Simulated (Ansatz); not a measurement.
# PtCu3: which shell does photoemission see at 21.2 and 60 eV? (r²SCAN)

The valence band of PtCu3 mixes several shells. Work out by hand which one leads the spectrum's area at each photon energy.

Filled states come from the projected DOS of Ansatz 0.2.0 (r²SCAN, plane waves); cross sections σ and asymmetry parameters β are those of free atoms in a Dirac–Hartree–Slater calculation. A shell's area is states × σ × angular factor, which is 1 + β·P₂(cos θ) for linear light, with θ = 0° from the polarisation and P₂ = 1.000.

**At 21.2 eV** (states counted from 10.9 eV below the zero; other shells add 0.48 to the products' sum of 52.2):

```
shell  filled states a cell  cross section (Mb an electron)      β  angular factor  product  share by hand (%)  share in the simulated spectrum (%)
Pt 5d                  9.27                            3.62  -0.01            0.99     33.1                 63                                   63
Cu 3d                 29.33                           0.796  -0.20            0.80     18.6                 36                                   36
```

**At 60 eV** (states counted from 10.9 eV below the zero; other shells add 0.26 to the products' sum of 60.1):

| shell | filled states a cell | cross section (Mb an electron) | β | angular factor | product | share by hand (%) | share in the simulated spectrum (%) |
| --- | --- | --- | --- | --- | --- | --- | --- |
| Pt 5d | 9.27 | 1.07 | 1.06 | 2.06 | 20.4 | 34 | 34 |
| Cu 3d | 29.33 | 1.01 | 0.34 | 1.34 | 39.5 | 66 | 66 |

Pt 5d leads at 21.2 eV and Cu 3d at 60 eV. Between the two energies σ of Pt 5d changes by a factor 0.29 and that of Cu 3d by 1.3, so their ratio moves 4.3-fold in favour of the second. The simulated spectrum uses the same rule on the energy-resolved DOS, so the two share columns agree within a few points.

Only crystals where the two columns agree within 4 points and the lead is clear are worked in this form. Free-atom cross sections ignore the solid's final states, no escape depth or background enters, and the count of states a shell hangs on the projection.

[Logs are printed without paths, hosts, clocks, repeated set-up lines and the standing remarks that a program may print on its own settings, such as how far it seeks lower states.]
